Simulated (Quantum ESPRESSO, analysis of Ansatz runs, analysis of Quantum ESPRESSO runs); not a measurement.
**Reproducing a measured charge-transition level: substitutional Se in Si (Quantum ESPRESSO)**

Subject: substitutional Se in Si. Wanted: its charge-transition level, in one set-up (PBE, GBRV 1.5 PBE, 64-site cell, PBE lattice, k: the zone centre alone then 2x2x2 shifted, dielectric constants 11.7 and 11.7 (handbook)). The model is a cell of 64 host atoms with 1 Si taken out and 1 Se put in. The level is the Fermi energy at which two charge states have equal formation energy, after a correction for the images of the charge. A local or semilocal functional is the cheapest first rung.

What was measured. (+1/0) level below the conduction-band bottom, printed as 307 meV: 0.307 eV, by binding energy of Se0 quoted from literature (method not stated in this paper) (quoted in “Spin relaxation and donor-acceptor recombination of Se+ in 28-silicon”, 2015, R. Lo Nardo et al., quoting earlier work (1984)). (+2/+1) level below the conduction-band bottom, printed as 593 meV: 0.593 eV, by thermal ionisation energy of Se+ quoted from literature (method not stated in this paper) (quoted in “Spin relaxation and donor-acceptor recombination of Se+ in 28-silicon”, 2015, R. Lo Nardo et al., quoting earlier work (1982)). The calculation is set beside it at the end.

Program: Quantum ESPRESSO 7.5. Level of theory: Quantum ESPRESSO plane-wave DFT, PBE, GBRV 1.5 PBE potentials; relaxation of all atoms of a defect supercell. Results are calculated unless marked as measured.

Report form: the programs' logs are mostly left out.

### 1. The starting structure

The cell holds 64 atoms: 63 Si and 1 Se. Cell: a = 10.936 Å, b = 10.936 Å, c = 10.936 Å, α = 90.0°, β = 90.0°, γ = 90.0°. It derives from Si (space group Fd-3m). Nearest the centre at fractional (0.375, 0.375, 0.375): Se8 at 0.05 Å, Si42 at 2.34 Å, Si27 at 2.35 Å, Si49 at 2.36 Å, Si4 at 2.39 Å, Si23 at 3.82 Å, Si53 at 3.82 Å, Si14 at 3.83 Å. The cell carries charge +2.

The host's primitive cell comes from a first run (Quantum ESPRESSO plane-wave DFT, PBE, GBRV 1.5 PBE potentials; relaxation of cell and atoms of a defect-free cell): vectors of 3.867, 3.867 and 3.867 Å. That is 20.44 Å³ an atom, 2.1 % over the diffraction cell's volume. The supercell is built on it.

### 2. Relaxation, charge +2

Every later number rests on the structure around the defect, so the atoms are relaxed at the host's lattice first.

pw.in

```
&CONTROL
  calculation = 'relax'
  prefix = 'pwscf'
  outdir = './tmp'
  pseudo_dir = './pseudo'
  tprnfor = .true.
  disk_io = 'low'
  nstep = 70
  forc_conv_thr = 0.00078
  etot_conv_thr = 0.0001
/
&SYSTEM
  ibrav = 0
  nat = 64
  ntyp = 2
  ecutwfc = 45
  ecutrho = 360
  nbnd = 132
  occupations = 'smearing'
  smearing = 'fd'
  degauss = 0.00073499
  tot_charge = 2
  nosym = .true.
/
&ELECTRONS
  conv_thr = 6d-08
  electron_maxstep = 100
  mixing_beta = 0.5
/
&IONS
  ion_dynamics = 'bfgs'
/
ATOMIC_SPECIES
Si    28.0850 si_pbe_v1.uspp.F.UPF
Se    78.9710 se_pbe_v1.uspp.F.UPF
CELL_PARAMETERS angstrom
  10.9364688678    0.0000000000    0.0000000000
   0.0000000000   10.9364688678    0.0000000000
   0.0000000000    0.0000000000   10.9364688678
ATOMIC_POSITIONS crystal
Si    -0.0015978551    0.0024028240    0.2535461523
Si     0.0015837690    0.2485613021   -0.0040402629
Si     0.2514002618   -0.0039377136    0.0018535314
Si     0.2503270258    0.2454409362    0.2500994571
Si     0.1295422291    0.1247131364    0.3754333177
Si     0.1231763085    0.3711163161    0.1265789391
Si     0.3731371801    0.1226082401    0.1215778243
Se     0.3733912327    0.3738649239    0.3708738189
[... 52 atom lines left out ...]
Si     0.6246968227    0.6241112604    0.8794743855
Si     0.6231249627    0.8729913793    0.6286539811
Si     0.8704824733    0.6245727142    0.6244420762
Si     0.8708797791    0.8736304923    0.8735681731
K_POINTS gamma
```

On the command line:

```sh
> OMP_NUM_THREADS=1 mpirun -n 4 pw.x -in pw.in > pw.out
```

It took 18 min on 4 MPI ranks of Arm Neoverse V1, shared host; peak memory 3.6 GiB; 70 min of CPU time.

Step by step:

```
step  energy less that of the first step (eV)
   0                                   0.0000
   1                                  -0.7640
   2                                  -1.1951
   3                                  -1.3888
   4                                  -1.4333
   5                                  -1.4776
   6                                  -1.5043
   7                                  -1.5100
   8                                  -1.5153
   9                                  -1.5196
  10                                  -1.5210
  11                                  -1.5228
  12                                  -1.5247
  13                                  -1.5258
  14                                  -1.5264
  15                                  -1.5270
```

The atoms that moved most (Å):

| atom | dx | dy | dz | length |
| --- | --- | --- | --- | --- |
| Si27 | -0.124 | 0.074 | 0.140 | 0.201 |
| Si42 | 0.132 | -0.086 | 0.119 | 0.197 |
| Si49 | 0.085 | 0.137 | -0.075 | 0.178 |
| Si4 | -0.107 | -0.054 | -0.106 | 0.160 |
| Si14 | -0.045 | -0.060 | 0.048 | 0.090 |
| Si6 | -0.005 | 0.070 | -0.041 | 0.082 |
| Si53 | 0.033 | 0.061 | 0.043 | 0.082 |
| Si23 | -0.028 | 0.059 | -0.048 | 0.081 |

Neighbours of Se8 at the end:

| atom | distance (Å) |
| --- | --- |
| Si49 | 2.528 |
| Si42 | 2.532 |
| Si4 | 2.538 |
| Si27 | 2.556 |
| Si38 | 3.886 |
| Si37 | 3.889 |
| Si23 | 3.893 |
| Si53 | 3.893 |
| Si6 | 3.894 |
| Si7 | 3.894 |
| Si15 | 3.896 |
| Si46 | 3.897 |
| Si5 | 3.897 |
| Si31 | 3.899 |
| Si21 | 3.902 |
| Si14 | 3.904 |

First to last step the energy falls by 1.527 eV; the largest move, 0.20 Å, is that of Si27 and 1 other atom alike. Judged within 0.08 Å, the space group went from P1 to P-43m.

### 3. Single point, charge +2

The relaxed structure is kept, and the final numbers are taken at the final level and k-points.

This step: Quantum ESPRESSO plane-wave DFT, PBE, GBRV 1.5 PBE potentials; single point of a defect supercell.

pw.in

```
&CONTROL
  calculation = 'scf'
  prefix = 'pwscf'
  outdir = './tmp'
  pseudo_dir = './pseudo'
  tprnfor = .true.
  disk_io = 'low'
/
&SYSTEM
  ibrav = 0
  nat = 64
  ntyp = 2
  ecutwfc = 45
  ecutrho = 360
  nbnd = 132
  occupations = 'smearing'
  smearing = 'fd'
  degauss = 0.00073499
  tot_charge = 2
  nosym = .true.
/
&ELECTRONS
  conv_thr = 6d-08
  electron_maxstep = 100
  mixing_beta = 0.5
/
ATOMIC_SPECIES
Si    28.0850 si_pbe_v1.uspp.F.UPF
Se    78.9710 se_pbe_v1.uspp.F.UPF
CELL_PARAMETERS angstrom
  10.9364688678    0.0000000000    0.0000000000
   0.0000000000   10.9364688678    0.0000000000
   0.0000000000    0.0000000000   10.9364688678
ATOMIC_POSITIONS crystal
Si    -0.0007187921    0.0000840226    0.2479677975
Si    -0.0009095949    0.2484325381   -0.0004852539
[... 1 atom line left out ...]
Si     0.2405515984    0.2404929247    0.2404211476
[... 3 atom lines left out ...]
Se     0.3752387637    0.3743614976    0.3738414515
[... 5 atom lines left out ...]
Si     0.1227041037    0.3720163297    0.6261068444
Si     0.3711335562    0.1230820189    0.6262960645
[... 5 atom lines left out ...]
Si     0.1226526898    0.6263354514    0.3723606890
[... 5 atom lines left out ...]
Si     0.2401600810    0.5089297232    0.5090183991
[... 3 atom lines left out ...]
Si     0.3770035332    0.6261102956    0.6262944148
[... 5 atom lines left out ...]
Si     0.6265784277    0.1228004700    0.3725650700
[... 4 atom lines left out ...]
Si     0.5082988105    0.2410531768    0.5084844716
[... 3 atom lines left out ...]
Si     0.6264569481    0.3776631222    0.6264869626
[... 2 atom lines left out ...]
Si     0.5080172591    0.5087079985    0.2405734397
[... 3 atom lines left out ...]
Si     0.6264318699    0.6266160857    0.3773046954
[... 10 atom lines left out ...]
Si     0.8748404718    0.8745408179    0.8743344640
K_POINTS automatic
2 2 2 1 1 1
```

pp_potential.in

```
&INPUTPP
  prefix = 'pwscf'
  outdir = './tmp'
  filplot = 'potential.dat'
  plot_num = 11
/
&PLOT
  nfile = 1
  filepp(1) = 'potential.dat'
  iflag = 3
  output_format = 6
  fileout = 'potential.cube'
/
```

On the command line:

```sh
> OMP_NUM_THREADS=1 mpirun -n 4 pw.x -nk 2 -in pw.in > pw.out
> OMP_NUM_THREADS=1 mpirun -n 4 pp.x -in pp_potential.in > pp_potential.out
```

The job ended after 12 min (4 MPI ranks; peak memory 8.5 GiB).

### 4. Relaxation, charge +1

pw.in

```
&CONTROL
  calculation = 'relax'
  prefix = 'pwscf'
  outdir = './tmp'
  pseudo_dir = './pseudo'
  tprnfor = .true.
  disk_io = 'low'
  nstep = 70
  forc_conv_thr = 0.00078
  etot_conv_thr = 0.0001
/
&SYSTEM
  ibrav = 0
  nat = 64
  ntyp = 2
  ecutwfc = 45
  ecutrho = 360
  nbnd = 133
  occupations = 'smearing'
  smearing = 'fd'
  degauss = 0.00073499
  nspin = 2
  starting_magnetization(1) = 0.125
  starting_magnetization(2) = 0.0833
  tot_magnetization = 1
  tot_charge = 1
  nosym = .true.
/
&ELECTRONS
  conv_thr = 6d-08
  electron_maxstep = 100
  mixing_beta = 0.3
/
&IONS
  ion_dynamics = 'bfgs'
/
ATOMIC_SPECIES
Si    28.0850 si_pbe_v1.uspp.F.UPF
Se    78.9710 se_pbe_v1.uspp.F.UPF
CELL_PARAMETERS angstrom
  10.9364688678    0.0000000000    0.0000000000
   0.0000000000   10.9364688678    0.0000000000
   0.0000000000    0.0000000000   10.9364688678
ATOMIC_POSITIONS crystal
Si    -0.0015978551    0.0024028240    0.2535461523
Si     0.0015837690    0.2485613021   -0.0040402629
[... 1 atom line left out ...]
Si     0.2503270258    0.2454409362    0.2500994571
Si     0.1295422291    0.1247131364    0.3754333177
Si     0.1231763085    0.3711163161    0.1265789391
[... 1 atom line left out ...]
Se     0.3733912327    0.3738649239    0.3708738189
[... 5 atom lines left out ...]
Si     0.1268630005    0.3775255408    0.6216754289
[... 8 atom lines left out ...]
Si     0.3734749242    0.6213301628    0.1272601634
[... 3 atom lines left out ...]
Si     0.2514547362    0.5021726079    0.4962496110
[... 3 atom lines left out ...]
Si     0.3710933819    0.6226292764    0.6251410850
[... 5 atom lines left out ...]
Si     0.6207421705    0.1257637446    0.3735203102
[... 4 atom lines left out ...]
Si     0.4962593160    0.2489192160    0.4976039430
[... 6 atom lines left out ...]
Si     0.5002632362    0.4962105824    0.2474558064
[... 3 atom lines left out ...]
Si     0.6234593438    0.6209987030    0.3734132106
[... 10 atom lines left out ...]
Si     0.8708797791    0.8736304923    0.8735681731
K_POINTS gamma
```

On the command line:

```sh
> OMP_NUM_THREADS=1 mpirun -n 4 pw.x -in pw.in > pw.out
```

The job ended after 32 min (4 MPI ranks; peak memory 3.9 GiB; 2.1 h of CPU time).

Step by step:

```
step  energy less that of the first step (eV)
   0                                   0.0000
   1                                  -0.7991
   2                                  -1.2489
   3                                  -1.4707
   4                                  -1.5196
   5                                  -1.5687
   6                                  -1.5929
   7                                  -1.5992
   8                                  -1.6051
   9                                  -1.6094
  10                                  -1.6110
  11                                  -1.6129
  12                                  -1.6149
  13                                  -1.6159
  14                                  -1.6168
  15                                  -1.6172
```

The atoms that moved most (Å):

```
atom      dx      dy      dz  length
Si42   0.146  -0.100   0.133   0.222
Si27  -0.133   0.084   0.149   0.217
Si49   0.101   0.152  -0.090   0.203
 Si4  -0.122  -0.070  -0.122   0.186
Si14  -0.046  -0.050   0.049   0.084
 Si5  -0.072  -0.022   0.008   0.076
Si23  -0.012   0.057  -0.047   0.075
Si53   0.031   0.059   0.030   0.073
```

Neighbours of Se8 at the end:

```
atom  distance (Å)
Si42         2.561
Si49         2.561
Si27         2.562
 Si4         2.565
Si38         3.890
 Si6         3.891
Si23         3.892
Si31         3.892
Si37         3.892
Si21         3.893
 Si5         3.893
Si15         3.893
Si14         3.894
Si53         3.894
 Si7         3.896
Si46         3.897
```

Numbers from this step:

```
total moment                          : 1.000 μB
integral of the absolute spin density : 1.205 μB
```

First to last step the energy falls by 1.617 eV; the largest move, 0.22 Å, is that of Si42. Judged within 0.08 Å, the space group went from P1 to P-43m.

### 5. Single point, charge +1

This step: Quantum ESPRESSO plane-wave DFT, PBE, GBRV 1.5 PBE potentials; single point of a defect supercell.

pw.in

```
&CONTROL
  calculation = 'scf'
  prefix = 'pwscf'
  outdir = './tmp'
  pseudo_dir = './pseudo'
  tprnfor = .true.
  disk_io = 'low'
/
&SYSTEM
  ibrav = 0
  nat = 64
  ntyp = 2
  ecutwfc = 45
  ecutrho = 360
  nbnd = 133
  occupations = 'smearing'
  smearing = 'fd'
  degauss = 0.00073499
  nspin = 2
  starting_magnetization(1) = 0.125
  starting_magnetization(2) = 0.0833
  tot_magnetization = 1
  tot_charge = 1
  nosym = .true.
/
&ELECTRONS
  conv_thr = 6d-08
  electron_maxstep = 100
  mixing_beta = 0.3
/
ATOMIC_SPECIES
Si    28.0850 si_pbe_v1.uspp.F.UPF
Se    78.9710 se_pbe_v1.uspp.F.UPF
CELL_PARAMETERS angstrom
  10.9364688678    0.0000000000    0.0000000000
   0.0000000000   10.9364688678    0.0000000000
   0.0000000000    0.0000000000   10.9364688678
ATOMIC_POSITIONS crystal
Si    -0.0008332629   -0.0003638043    0.2485337783
Si    -0.0007307101    0.2488913187   -0.0007434329
[... 1 atom line left out ...]
Si     0.2391961615    0.2390688130    0.2389585598
[... 3 atom lines left out ...]
Se     0.3743688719    0.3747274654    0.3743744452
[... 5 atom lines left out ...]
Si     0.1226750937    0.3729436047    0.6261849306
Si     0.3726864858    0.1231252494    0.6262205788
[... 11 atom lines left out ...]
Si     0.2393049740    0.5098722154    0.5099033046
[... 3 atom lines left out ...]
Si     0.3765106194    0.6261204463    0.6262634320
[... 5 atom lines left out ...]
Si     0.6261828812    0.1232511551    0.3728415592
Si     0.6258994149    0.3728715693    0.1228824585
[... 3 atom lines left out ...]
Si     0.5096491103    0.2397673724    0.5097618785
[... 3 atom lines left out ...]
Si     0.6263662252    0.3766044752    0.6262629114
[... 2 atom lines left out ...]
Si     0.5094618821    0.5101183790    0.2392174767
[... 3 atom lines left out ...]
Si     0.6263034808    0.6263725171    0.3761349860
[... 10 atom lines left out ...]
Si     0.8746719524    0.8745969884    0.8744628205
K_POINTS automatic
2 2 2 1 1 1
```

pp_potential.in is that of step 3.

On the command line:

```sh
> OMP_NUM_THREADS=1 mpirun -n 4 pw.x -nk 2 -in pw.in > pw.out
> OMP_NUM_THREADS=1 mpirun -n 4 pp.x -in pp_potential.in > pp_potential.out
```

It took 26 min on 4 MPI ranks; peak memory 9.1 GiB; 1.7 h of CPU time.

Numbers from this step:

```
total moment                          : 1.000 μB
integral of the absolute spin density : 1.080 μB
```

[end of part 1 of 2]

[Logs are printed without paths, hosts, clocks, repeated set-up lines and the standing remarks that a program may print on its own settings, such as how far it seeks lower states.]

[Hosts, paths, dates, database ids (printed as entryN), source tags and the programs' standing remarks are cut or masked in the printed files.]

[For some hosts the program warned that the k-mesh of the response run may be too coarse for force constants and the static dielectric constant; such warnings are not shown here.]
